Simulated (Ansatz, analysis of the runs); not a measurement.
# Transmission past a defect: Ta wire along [111], 4 atoms a period, vacancy of one Ta, part 3 of 3

Wanted: the relaxed defect and the transmission past it, beside the channels of the perfect wire.

Ansatz 0.2.0; DFT PBE, plane waves, PAW; relaxation of a wire's period (the session's first sound run).

So far, conductance of the lead as this run defines it (G₀): step 3 (bands of the perfect wire) 3.21.

### Step 5. The open system

This step: DFT PBE, plane waves, PAW; transmission of a junction in a wire (Ansatz 0.2.0).

The cell is now read as a scatterer between two semi-infinite leads, named by two sites one period apart. The scattering states in its self-consistent potential are matched to the leads' states at each energy. One point across is taken, as for a wire in vacuum.

input.yaml reads:

```yaml
crystal:
  lattice:
    - [11.495, 0.0, 0.0]
    - [0.0, 9.511, 0.0]
    - [0.0, 0.0, 28.4347458894]
  atoms:
    - { symbol: Ta, position: [0.369471078, 0.499987838, 0.0] }
    - { symbol: Ta, position: [0.500008222, 0.342111337, 0.055553084] }
    - { symbol: Ta, position: [0.500008222, 0.657864339, 0.055558027] }
    - { symbol: Ta, position: [0.630545366, 0.499987838, 0.0] }
    - { symbol: Ta, position: [0.369471078, 0.499987838, 0.111111111] }
    - { symbol: Ta, position: [0.500008222, 0.342111337, 0.166664195] }
    - { symbol: Ta, position: [0.500008222, 0.657864339, 0.166669138] }
    - { symbol: Ta, position: [0.630545366, 0.499987838, 0.111111111] }
    - { symbol: Ta, position: [0.369471078, 0.499987838, 0.222222222] }
    - { symbol: Ta, position: [0.500008222, 0.342111337, 0.277775306] }
    - { symbol: Ta, position: [0.500008222, 0.657864339, 0.277780249] }
    - { symbol: Ta, position: [0.630545366, 0.499987838, 0.222222222] }
    - { symbol: Ta, position: [0.3699368604, 0.4998309498, 0.3344839902] }
    - { symbol: Ta, position: [0.4997431024, 0.3500066228, 0.3920015512] }
    - { symbol: Ta, position: [0.5003003294, 0.6653428851, 0.3880062262] }
    - { symbol: Ta, position: [0.6300846019, 0.4994455008, 0.3344933521] }
    - { symbol: Ta, position: [0.3775482138, 0.5133214936, 0.4473556538] }
    - { symbol: Ta, position: [0.500356163, 0.6807709641, 0.5007002548] }
    - { symbol: Ta, position: [0.6224484689, 0.5123892783, 0.4474099552] }
    - { symbol: Ta, position: [0.3777394848, 0.5103443925, 0.5533100411] }
    - { symbol: Ta, position: [0.5000297246, 0.3493583428, 0.6092804092] }
    - { symbol: Ta, position: [0.5000350728, 0.6644022819, 0.6125188483] }
    - { symbol: Ta, position: [0.6226196046, 0.5103313422, 0.5534091026] }
    - { symbol: Ta, position: [0.369471078, 0.499987838, 0.666666667] }
    - { symbol: Ta, position: [0.500008222, 0.342111337, 0.722219751] }
    - { symbol: Ta, position: [0.500008222, 0.657864339, 0.722224694] }
    - { symbol: Ta, position: [0.630545366, 0.499987838, 0.666666667] }
    - { symbol: Ta, position: [0.369471078, 0.499987838, 0.777777778] }
    - { symbol: Ta, position: [0.500008222, 0.342111337, 0.833330862] }
    - { symbol: Ta, position: [0.500008222, 0.657864339, 0.833335805] }
    - { symbol: Ta, position: [0.630545366, 0.499987838, 0.777777778] }
    - { symbol: Ta, position: [0.369471078, 0.499987838, 0.888888889] }
    - { symbol: Ta, position: [0.500008222, 0.342111337, 0.944441973] }
    - { symbol: Ta, position: [0.500008222, 0.657864339, 0.944446916] }
    - { symbol: Ta, position: [0.630545366, 0.499987838, 0.888888889] }
kpoints:
  mp_grid: { grid: [1, 1, 3] }
scf:
  occupations: { method: fermi_dirac, width: 0.05 }
hamiltonian:
  xc: pbe
output:
  transmission:
    e_range: [-1.26, 1.26]
    de: 0.035
    kmesh: [1, 1]
    reduced_basis: true
    leads: [[31, 0]]
  dos: { projected: true, e_range: [-4, 3] }
  write_potential: true
  write_density: true
  volumetric_format: npy
  elf: true
basis:
  ecutwfc: "350 eV"
```

Started as:

```console
$ ansatz run input.yaml --threads 4 --pin off --max-ram 16384MiB --backend cpu --events-out ev --progress --plain --runs-dir out
```

Numbers of over 12 decimals in the logs are rounded to 6 here.

Output:

```text
[...]
Crystal: 35 atoms, lattice volume = 3108.741 Å³
Basis set: ecut = 350 eV, 46253 PW (Γ)
Bands: 273, of which v1, the nominal top of the filled ones, is band 228 counted from 1 (227 counted from 0)
Symmetry: 1 space group operations
[...]
k-points: 2 of 3 (time reversal used)
[...]
SCF iter   1: F=—  HF=-347557.813582 eV  |F-HF|=—  |Δ(HF+E_count)|=         —  Δρ=4.84e-3  dr2=1.94e0  ethr=1.77e-3  ⟨swp⟩=17.0  Hψ=3082  notcnv=0
[...]
SCF iter  10: F=-347557.740376 eV  HF=-347557.740376 eV  |F-HF|=6.40e-10  |Δ(HF+E_count)|=   2.08e-7  Δρ=9.79e-7  dr2=6.58e-8  ethr=2.20e-11  ⟨swp⟩=16.0  Hψ=1852  notcnv=0
SCF 1 converged in 10 iterations: F = -347557.740376 eV  dr2 = 6.58e-8
[...]
transmission: 33 of 198 steps passed
transmission: 66 of 198 steps passed
[...]
transmission: 198 of 198 steps passed
WARN: The output density's exchange-correlation potential varies sharply where the density is thin. Do not read a vacuum level from v_tot or v_xc, or from such a field of the output density. On a cell that repeats whose density bears no net charge and no dipole along the vacuum's axis use v_es (v_loc + v_h of the components); under efield.dipole_correction with no amplitude use v_es + v_field, which holds any externa [...]
SCF converged after 10 iterations
Free energy (F): -347557.740376 eV
[...]
Internal energy: -347557.417899 eV  (E = F + TS)
E sigma→0 (E₀):  -347557.579138 eV
Entropy (-TS):   -0.322477 eV (-9.214 meV/atom)
Fermi energy:    1.245864 eV
[...]
--- Band table (eV) ---
  k-point 0: bands = [... 224 lower, 1.0775, 1.1634, 1.1849, 1.2740, 1.2944, 1.3292, 1.3926, 1.4811, ... 41 higher]
  k-point 1: bands = [... 224 lower, 1.0771, 1.1501, 1.1756, 1.2407, 1.3073, 1.3598, 1.3881, 1.4282, ... 41 higher]
--- Transmission ---
  basis      : 795 plane waves across, 33 finite elements along
  points     : 1, standing for a mesh of 1 x 1
[...]
crystal 0  : Ta4, at the sites [31, 0], period 3.1594 Å, over 18.96 Å; its Hamiltonian steps by up to 31.9 meV: too much for a lead, lay more layers or, if its atoms are ordered, name the step of that order
[...]
filled         : 16.6 meV under the level at which it is neutral
    channels       : 3.000000e0 a spin
[...]
junction   : crystal 0 to crystal 0, -0.09 to 25.18 Å
    transmission   : 1.615350e0 a spin
    error estimate : 5.884073e-4 a spin from the reduction of the transverse basis, at the most 1.470060e-2 at 0.105000 eV
    conductance    : 1.1259e14 S/m² at 300 K (1.1807e14 on every other energy)
    error estimate : 4.9 % from the energy spacing and 0.2 % from band edges of the leads and from resonances (wavevectors taken as independent; lower de), 0.1 % from the reduction of the transverse basis, 27.1 % from the steps of its leads' Hamiltonians or their offsets (lay more layers), 4.4 % from the distance to neutral
    resistance     : 4.4861e-3 Ω µm² beyond half of each lead's own
```

Run time: 7.2 min. Hardware: 4 threads of Arm Neoverse V1, shared host; peak memory 4.9 GiB.

This step gave:

* energy at zero smearing: -347557.5791 eV
* transmission at the energy nearest the Fermi level, one spin: 1.615
* step of the lead's Hamiltonian: 31.9 meV
* conductance of the junction: 1.589 G₀

The transmission, one spin by energy, zero at the Fermi level:

```tsv
energy (eV)	transmission, one spin
-1.26	2.96
-1.19	3.00
-1.12	2.86
-1.05	1.93
-0.98	2.35
-0.91	2.07
-0.84	1.84
-0.77	1.53
-0.70	1.50
-0.63	1.57
-0.59	1.52
-0.53	1.33
-0.46	0.926
-0.39	0.387
-0.32	1.02
-0.24	1.75
-0.17	1.86
-0.10	0.914
-0.04	1.47
0.00	1.62
0.04	1.67
0.07	2.25
0.10	1.62
0.17	2.57
0.24	2.92
0.32	3.04
0.39	3.13
0.46	3.21
0.49	3.23
0.53	3.21
0.59	3.00
0.63	2.81
0.70	2.37
0.77	2.05
0.84	1.62
0.91	3.55
0.98	3.20
1.05	3.11
1.12	3.56
1.19	3.70
1.26	3.30
```

Table of open channels of the lead, one spin by energy, zero at the Fermi level:

```tsv
energy (eV)	open channels of the lead, one spin
-1.190	7
-1.085	6
-1.015	5
-0.910	4
-0.805	4
-0.700	4
-0.595	4
-0.490	4
-0.385	4
-0.315	3
-0.210	3
-0.105	3
0.000	3
0.105	3
0.210	5
0.315	5
0.385	5
0.490	5
0.595	5
0.700	6
0.805	4
0.910	7
1.015	5
1.085	6
1.190	6
```

Projected DOS an atom over height of the atomic layer and energy from the Fermi level.  broadened by a Gaussian of 0.15 eV, since few k-points sample the long cell.

Ten even steps from '0' (0.57 states/eV) to '9' (2.24 states/eV), each cell a mean:
```
333233364646333233
575766567877566758
777677558485577677
524344226262243342
232322214341222323
333232413131423233
222232223243223222
111120124342102111
101100235343200110
121102444243320112
444455654345555444
889999876777899998
999998665756689999
333232223632222233
100111244843211100
445545543334554554
333333332123333333
111111122122111111
000001111011110000
111112211011221111
222222210001222222
000111100000111100
```
Columns: height of the atomic layer (Å) from 0 to 26.9; rows upwards: energy from the Fermi level (eV) from -3.98 to 1.47.

ELF in the ca plane at fractional y = 0.499, with atoms of Ta within 0.2 Å of it. It is the smooth field of the valence electrons, not physical close to the nuclei.

Values, 13 rows by 16 columns, each cell a mean:
```
0.00 0.00 0.00 0.00 0.00 0.00 0.00 0.00 0.00 0.00 0.00 0.01 0.00 0.00 0.01 0.00
0.02 0.04 0.04 0.02 0.05 0.05 0.02 0.04 0.05 0.02 0.03 0.05 0.02 0.03 0.06 0.03
0.06 0.15 0.15 0.06 0.18 0.17 0.04 0.12 0.20 0.05 0.08 0.19 0.06 0.07 0.20 0.08
0.25 0.23 0.22 0.25 0.23 0.22 0.28 0.21 0.26 0.26 0.20 0.25 0.23 0.22 0.26 0.21
0.54 0.38 0.39 0.53 0.37 0.30 0.49 0.42 0.28 0.49 0.46 0.26 0.49 0.48 0.26 0.48
0.50 0.35 0.36 0.49 0.38 0.41 0.44 0.38 0.44 0.42 0.38 0.46 0.40 0.39 0.46 0.39
0.34 0.40 0.41 0.34 0.45 0.46 0.33 0.45 0.46 0.35 0.43 0.46 0.38 0.40 0.46 0.41
0.52 0.37 0.37 0.52 0.38 0.39 0.48 0.39 0.41 0.46 0.41 0.42 0.44 0.43 0.43 0.42
0.58 0.35 0.35 0.58 0.34 0.28 0.53 0.40 0.26 0.52 0.44 0.24 0.50 0.48 0.24 0.47
0.14 0.22 0.21 0.14 0.23 0.22 0.15 0.16 0.26 0.14 0.13 0.26 0.14 0.13 0.27 0.14
0.05 0.12 0.12 0.06 0.15 0.14 0.03 0.10 0.16 0.04 0.07 0.16 0.05 0.06 0.17 0.07
0.01 0.02 0.02 0.01 0.03 0.03 0.01 0.02 0.04 0.01 0.02 0.04 0.02 0.02 0.04 0.02
0.00 0.00 0.00 0.00 0.00 0.00 0.00 0.00 0.00 0.00 0.00 0.00 0.00 0.00 0.00 0.00
```
Columns run along c (16.0 Å, from fractional 0.44 to 1.00 of the cell), rows up along a (11.5 Å). Atoms in or near the plane, at fractional coordinates: Ta at (0.45, 0.38), Ta at (0.45, 0.62), Ta at (0.55, 0.38), Ta at (0.55, 0.62), Ta at (0.67, 0.37), Ta at (0.67, 0.63), Ta at (0.78, 0.37), Ta at (0.78, 0.63), Ta at (0.89, 0.37), Ta at (0.89, 0.63).

Valence density in the ca plane at fractional y = 0.499, with atoms of Ta within 0.2 Å of it. It is the smooth field of the valence electrons, not physical close to the nuclei.

Ten even steps from '0' (0.0 e/Å³) to '9' (4.3 e/Å³), each cell a mean:
```
00000000000000000000000000000000000000000000
00000000000000000000000000000000000000000000
00000000000000000000000000000000000000000000
00000000000000000000000000000000000000000000
00000000000000000000000000000000000000000000
00000000000000000000000000000000000000000000
00000000000000000010000000110000000100000001
56410001465200002685200014774100025762000037
99930004999510015989400028998200049995100169
99830003898410014897200015885100027984100148
34210001243100001222100001221000012221000012
11000000011000000000000000000000000000000000
11100000111100000110000000110000000110000001
57410001575200002453100012553100013542000124
99930004999510015999310027997200038995100159
99720003898400014998300017997200038995100159
23200000232100001343100002442000013431000014
00000000000000000000000000000000000000000000
00000000000000000000000000000000000000000000
00000000000000000000000000000000000000000000
00000000000000000000000000000000000000000000
00000000000000000000000000000000000000000000
00000000000000000000000000000000000000000000
00000000000000000000000000000000000000000000
```
Columns run along c (16.0 Å, from fractional 0.44 to 1.00 of the cell), rows up along a (11.5 Å). Atoms in or near the plane, at fractional coordinates: Ta at (0.45, 0.38), Ta at (0.45, 0.62), Ta at (0.55, 0.38), Ta at (0.55, 0.62), Ta at (0.67, 0.37), Ta at (0.67, 0.63), Ta at (0.78, 0.37), Ta at (0.78, 0.63), Ta at (0.89, 0.37), Ta at (0.89, 0.63).

Electrostatic potential energy in the ca plane at fractional y = 0.499, with atoms of Ta within 0.2 Å of it. With pseudopotentials it is smooth inside the atoms' cores, unlike the true potential.

Ten even steps from '0' (-66 eV) to '9' (5 eV), each cell a mean:
```
99999999999999999999999999999999999999999999
99999999999999999999999999999999999999999999
99999999999999999999999999999999999999999999
99999999999999999999999999999999999999999999
99999999999999999999999999999999999999999999
99999999999999999999999999999999999999999999
87899998878899998777899998778999987778999987
43578987434689986324689975225799864236899853
00158985100489974001589862002689851004799730
10268985101589985102689974113799862015899851
55689998656799998667899987667899987668999986
88999999988999999999999999999999999999999999
87899999878899999888999998888999998889999998
33479997424689987435799986446899975347899864
00158985000489974001589962002699851004799740
10268985201589974101589973003689851014799740
65689998656799987545799986446899975457899875
88999999888999999888999998888999998889999988
99999999999999999999999999999999999999999999
99999999999999999999999999999999999999999999
99999999999999999999999999999999999999999999
99999999999999999999999999999999999999999999
99999999999999999999999999999999999999999999
99999999999999999999999999999999999999999999
```
Columns run along c (16.0 Å, from fractional 0.44 to 1.00 of the cell; values clipped at the 3rd and 97th percentile), rows up along a (11.5 Å). Atoms in or near the plane, at fractional coordinates: Ta at (0.45, 0.38), Ta at (0.45, 0.62), Ta at (0.55, 0.38), Ta at (0.55, 0.62), Ta at (0.67, 0.37), Ta at (0.67, 0.63), Ta at (0.78, 0.37), Ta at (0.78, 0.63), Ta at (0.89, 0.37), Ta at (0.89, 0.63).

By hand: the program gives 1.1259 × 10^14 S/m² over the cell's cross-section of 109.33 Å² = 1.093 × 10^-18 m², so one cell conducts 1.231 × 10^-4 S. Divided by G0 = 2e²/h = 7.748 × 10^-5 S this is 1.59 G0, a resistance of 8.12 kΩ.

The conductance is 1.59 G₀, with 3 channels a spin open in the lead. The lead's Hamiltonian steps by 31.9 meV, which the program calls too much for a lead. The largest term of the program's error estimate is 27 %.

### Step 6. Landauer integrals

This step: Landauer integrals over the computed T(E), interpolated linearly between its energies (analysis of the runs above).

Conductance and thermopower are moments of T(E) over the thermal window; sliding the window along E stands for a gate that leaves T(E) rigid.

This step gave:

```
conductance at 300 K, interpolated from T(E) : 1.602 G₀
thermopower at 300 K                         : -20.34 μV/K
Lorenz number over L0                        : 1.003
```

T(E) held rigid; rough near sharp steps of T(E). Conductance at 300 K against shift of the leads' level:

```tsv
shift of the leads' level (eV)	conductance at 300 K (G₀)
-0.900	2.03
-0.800	1.68
-0.750	1.53
-0.650	1.54
-0.550	1.37
-0.450	0.893
-0.400	0.678
-0.300	1.23
-0.200	1.72
-0.150	1.56
-0.050	1.38
0.050	1.83
0.150	2.26
0.200	2.64
0.300	3.00
0.400	3.14
0.450	3.19
0.550	3.11
0.650	2.66
0.750	2.07
0.800	1.99
0.900	3.09
```

T(E) held rigid; rough near sharp steps of T(E). Table of thermopower at 300 K by shift of the leads' level:

```tsv
shift of the leads' level (eV)	thermopower at 300 K (μV/K)
-0.900	11.1
-0.800	14.8
-0.750	8.23
-0.650	0.963
-0.550	17.2
-0.450	40.6
-0.400	13.8
-0.300	-50.5
-0.200	1.17
-0.150	20.9
-0.050	-17.2
0.050	-15.7
0.150	-23.0
0.200	-16.9
0.300	-4.83
0.400	-2.57
0.450	-1.13
0.550	6.13
0.650	16.3
0.750	11.6
0.800	-10.6
0.900	-17.7
```

The two levels move by half the bias each and T(E) is held rigid. Table of current from the zero-bias T(E) by bias:

```tsv
bias (V)	current from the zero-bias T(E) (μA)
0.000	0
0.100	12.4
0.200	24.9
0.300	38.5
0.400	54.5
0.500	71.8
0.600	88.8
0.700	104
0.800	119
0.900	134
1.000	151
1.100	168
1.200	185
1.300	202
1.400	218
1.500	232
1.600	246
1.700	261
1.800	279
1.900	300
```

By hand, Mott's formula: S = −(π²k²T/3e) d ln T/dE, and π²k²T/3e = 7.33 μV/K × eV at 300 K. The computed T is 1.19 at -0.070 eV and 2.25 at +0.070 eV, so d ln T/dE ≈ 4.58 per eV and S ≈ -33.6 μV/K, against -20.3 from the integrals. The two differ since ln T is not straight over the thermal window.

The thermopower is -20.3 μV/K. The Lorenz ratio is 1.00, where the Wiedemann-Franz law gives 1. Moving the level by up to 0.1 eV either way gives -20 to 11 μV/K.

### Step 7. The wire at its relaxed period

This step: DFT PBE, plane waves, PAW; channels and complex bands of a perfect wire; changed: output.transmission.kpoints = [[0, 0]], output.transmission.kmesh = [4, 4], scf.max_iter = 75 (Ansatz 0.2.0).

System of this step: Ta wire along [111], 4 atoms a period. The cell holds 4 atoms: 4 Ta. Cell: a = 11.495 Å, b = 9.511 Å, c = 3.159 Å, α = 90.0°, β = 90.0°, γ = 90.0°. Vacuum lies along a and b. The structure's axis is c.

The input of the run on the perfect lead is made doubtful on purpose.

input.yaml reads:

```yaml
crystal:
  lattice:
    - [11.495, 0.0, 0.0]
    - [0.0, 9.511, 0.0]
    - [0.0, 0.0, 3.1594162099]
  atoms:
    - { symbol: Ta, position: [0.369471078, 0.499987838, 0.0] }
    - { symbol: Ta, position: [0.500008222, 0.342111337, 0.499977755] }
    - { symbol: Ta, position: [0.500008222, 0.657864339, 0.500022245] }
    - { symbol: Ta, position: [0.630545366, 0.499987838, 0.0] }
kpoints:
  mp_grid: { grid: [1, 1, 26] }
scf:
  occupations: { method: fermi_dirac, width: 0.05 }
  max_iter: 75
hamiltonian:
  xc: pbe
output:
  transmission:
    e_range: [-1.26, 1.26]
    de: 0.035
    kmesh: [4, 4]
    reduced_basis: true
    leads: [[0, 0]]
    kpoints: [[0, 0]]
basis:
  ecutwfc: "350 eV"
```

Output:

```text
Error: inconsistent input (output.transmission.kmesh, output.transmission.kpoints): both name the wavevectors across the current: give one
```

The job ended after 0.05 s (4 threads; peak memory 0.071 GiB).

The program refused the input before any cycle.

The program's message: “Error: inconsistent input (output.transmission.kmesh, output.transmission.kpoints): both name the wavevectors across the current: give one”

The change that led to it: output.transmission.kpoints = [[0, 0]] and output.transmission.kmesh = [4, 4].

### Step 8. Results

```yaml
conductance_of_the_perfect_wire: 3.21 G₀
conductance_vacancy_of_one_ta: 1.59 G₀
thermopower_vacancy_of_one_ta: -20.3 μV/K
```

**Reading.** Summed over the computed window, 48 % of the lead's open channels pass the defect; the conductance at 300 K is 1.59 G₀. With vacancy of one Ta, 49 % of the conductance of that run's own lead (3.21 G₀) is left. Transport is coherent and elastic here: the atoms are frozen, so scattering by vibrations plays no part. Spin-orbit coupling is left out, which matters for the bands of heavy atoms. In 1 run the program finds the step of the lead's Hamiltonian too large, so longer leads may change the transmission. One term of the program's error estimate for a conductance, of a junction or of the perfect wire, reaches 27 % in this session. A junction with open d shells ran without spin, after the few moments seeded in its relaxation died away; moments on all d atoms were not tried. A cutoff under the files' recommended one was taken to save time; its effect on T(E) was not tested here. A cell with an odd number of electrons ran without spin; a level of the scatterer near the Fermi level could split if spin were allowed.

[Logs are printed without paths, hosts, clocks, repeated set-up lines and the standing remarks that a program may print on its own settings, such as how far it seeks lower states.]

[Hosts, paths, dates, database ids (printed as entryN), source tags and the programs' standing remarks are cut or masked in the printed files.]
